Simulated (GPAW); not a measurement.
**Fe2 V7 Fe2 001: parallel, opposed and spinless runs**

Does Fe2 V7 Fe2 001 prefer parallel or opposed moments, or none?

Main program and level: GPAW 26.7.0; PBE; plane waves with GPAW's PAW setups, scalar-relativistic.

Report form: the programs' logs are mostly left out.

**1. Set-up**

The cell holds 11 atoms: 4 Fe and 7 V. Cell: a = 3.024 Å, b = 3.024 Å, c = 26.458 Å, α = 90.0°, β = 90.0°, γ = 90.0°. ideal sites on the substrate's mesh, layer spacings from atomic volumes, unrelaxed, 12 A of vacuum. Vacuum lies along c.

**2. Order 1, typed as ferro ++++**

The parallel start comes first: it fits the smallest cell, keeps the most symmetry and shows whether parallel moments form.

order1.py reads:

```python
import json
import numpy as np
from ase import Atoms
from ase.parallel import paropen, parprint
from gpaw import GPAW

atoms = Atoms(['Fe', 'Fe', 'V', 'V', 'V', 'V', 'V', 'V', 'V', 'Fe', 'Fe'],
    cell=[[3.024, 0.0, 0.0],
         [0.0, 3.024, 0.0],
         [0.0, 0.0, 26.4578]],
    scaled_positions=[[0.0, 0.0, 0.226777],
         [0.5, 0.5, 0.275548],
         [0.0, 0.0, 0.328515],
         [0.5, 0.5, 0.385676],
         [0.0, 0.0, 0.442838],
         [0.5, 0.5, 0.5],
         [0.0, 0.0, 0.557162],
         [0.5, 0.5, 0.614324],
         [0.0, 0.0, 0.671485],
         [0.5, 0.5, 0.724452],
         [0.0, 0.0, 0.773223]],
    pbc=True,
    magmoms=[2.6, 2.6, 0.0, 0.0, 0.0, 0.0, 0.0, 0.0, 0.0, 2.6, 2.6])
atoms.calc = GPAW(mode={'name': 'pw', 'ecut': 450},
    xc='PBE',
    kpts={'size': (20, 20, 1), 'gamma': True},
    occupations={'name': 'fermi-dirac', 'width': 0.05},
    convergence={'density': 1e-05, 'energy': 1e-05},
    maxiter=250,
    mixer={'name': 'pulay', 'beta': 0.03, 'nmaxold': 8, 'weight': 100},
    symmetry={'tolerance': 1e-4},
    txt='order1.txt')
e = atoms.get_potential_energy(force_consistent=True)
res = {'free_energy': e, 'energy_sigma0': atoms.get_potential_energy(), 'fermi_energy': atoms.calc.get_fermi_level()}
res['moments'] = atoms.get_magnetic_moments().tolist()
res['total'] = atoms.get_magnetic_moment()
parprint('site moments (muB):', np.round(res['moments'], 3))
parprint(f"total moment: {res['total']:.3f} muB")
parprint(f'free energy: {e:.6f} eV')
atoms.calc.write('order1.gpw')
with paropen('results.json', 'w') as f:
    json.dump(res, f)
```

The run is started by

```
OMP_NUM_THREADS=1 mpirun -n 8 gpaw python order1.py > order1.log
```

It took 16 min on 8 MPI ranks of Arm Neoverse V1, shared host; peak memory 2.9 GiB.

Spin moment in the augmentation sphere by atom:

```csv
atom,spin moment in the augmentation sphere (μB)
Fe1,2.94
Fe2,1.98
V3,-0.46
V4,0.01
V5,0.00
V6,-0.04
V7,0.00
V8,0.01
V9,-0.46
Fe10,1.98
Fe11,2.94
```

Read from the output:

```
magnetization : 8.946 μB
final state   : ferrimagnetic
```

After 76 cycles the largest moment stands at 2.94 μB.

**3. Order 2, typed as antiferro ++--**

Reversing part of the moments tests the sign of the couplings between them.

order2.py is the script of step 2 with these lines changed:

```diff
@@ -22,3 +22,3 @@
     pbc=True,
-    magmoms=[2.6, 2.6, 0.0, 0.0, 0.0, 0.0, 0.0, 0.0, 0.0, 2.6, 2.6])
+    magmoms=[2.6, 2.6, 0.0, 0.0, 0.0, 0.0, 0.0, 0.0, 0.0, -2.6, -2.6])
 atoms.calc = GPAW(mode={'name': 'pw', 'ecut': 450},
@@ -31,3 +31,3 @@
     symmetry={'tolerance': 1e-4},
-    txt='order1.txt')
+    txt='order2.txt')
 e = atoms.get_potential_energy(force_consistent=True)
@@ -39,3 +39,3 @@
 parprint(f'free energy: {e:.6f} eV')
-atoms.calc.write('order1.gpw')
+atoms.calc.write('order2.gpw')
 with paropen('results.json', 'w') as f:
```

The run is started by

```
OMP_NUM_THREADS=1 mpirun -n 8 gpaw python order2.py > order2.log
```

The job ended after 17 min (8 MPI ranks; peak memory 2.8 GiB).

Spin moment in the augmentation sphere by atom:

```csv
atom,spin moment in the augmentation sphere (μB)
Fe1,2.95
Fe2,1.97
V3,-0.46
V4,-0.04
V5,0.02
V6,0.00
V7,-0.02
V8,0.04
V9,0.46
Fe10,-1.97
Fe11,-2.95
```

Numbers from this step:

```
magnetization : 0 μB
final state   : antiferromagnetic
```

It lies 1.05 meV a seeded atom under the first start, and its largest moment is 2.95 μB against 2.94 μB.

**4. Run 3 (no spin polarisation)**

This run holds no moments, which gives a state to set the others against.

nospin.py is the script of step 3 with these lines changed:

```diff
@@ -21,4 +21,3 @@
          [0.0, 0.0, 0.773223]],
-    pbc=True,
-    magmoms=[2.6, 2.6, 0.0, 0.0, 0.0, 0.0, 0.0, 0.0, 0.0, -2.6, -2.6])
+    pbc=True)
 atoms.calc = GPAW(mode={'name': 'pw', 'ecut': 450},
@@ -31,11 +30,7 @@
     symmetry={'tolerance': 1e-4},
-    txt='order2.txt')
+    txt='nospin.txt')
 e = atoms.get_potential_energy(force_consistent=True)
 res = {'free_energy': e, 'energy_sigma0': atoms.get_potential_energy(), 'fermi_energy': atoms.calc.get_fermi_level()}
-res['moments'] = atoms.get_magnetic_moments().tolist()
-res['total'] = atoms.get_magnetic_moment()
-parprint('site moments (muB):', np.round(res['moments'], 3))
-parprint(f"total moment: {res['total']:.3f} muB")
 parprint(f'free energy: {e:.6f} eV')
-atoms.calc.write('order2.gpw')
+atoms.calc.write('nospin.gpw')
 with paropen('results.json', 'w') as f:
```

The run is started by

```
OMP_NUM_THREADS=1 mpirun -n 8 gpaw python nospin.py > nospin.log
```

The job ended after 5 min (8 MPI ranks; peak memory 2.4 GiB).

Numbers from this step:

| Item | Value |
| --- | --- |
| final state | non-magnetic (no spin polarisation) |

It lies 603 meV a seeded atom over the first start.

**5. Ranking**

These are free energies at a smearing of 0.05 eV, so its entropy term is in the differences. They are divided by the number of seeded atoms, so that cells of unlike size compare.

Orders:

```csv
start,final state,typed order kept,energy over the lowest (meV a seeded atom),largest site moment (μB),net moment (μB a primitive cell),mesh matched,CPU time (s)
ferro ++++,ferrimagnetic,yes,1.047,2.945,8.946,yes,7467
antiferro ++--,antiferromagnetic,yes,0,2.945,0,yes,8134
no spin polarisation,non-magnetic,-,604.4,0,0,yes,2382
```

**6. Summary of results**

| Property | Result |
| --- | --- |
| lowest state found | antiferromagnetic (typed antiferro ++--) |
| largest site moment | 2.95 μB |
| next state | ferrimagnetic, 1.05 meV a seeded atom higher |
| energy gained by spin polarisation | 604 meV a seeded atom |

In words: The lowest state found is antiferromagnetic, reached from the start antiferro ++--, with moments up to 2.95 μB. The two lowest states lie so close that the mesh, the functional or spin–orbit coupling could swap them. This is the lowest of 3 finished starts, no proof of the ground state.

[Logs and program files are shortened in this print: banners, set-up blocks, solver, clock and traceback lines can be left out without a mark of their own.]

[Logs are printed without paths, hosts, clocks, repeated set-up lines and the standing remarks that a program may print on its own settings, such as how far it seeks lower states.]

[Hosts, paths, dates, database ids (printed as entryN), source tags and the programs' standing remarks are cut or masked in the printed files.]

[Where a cell is said to come from a database of computed structures, the database is the Materials Project.]
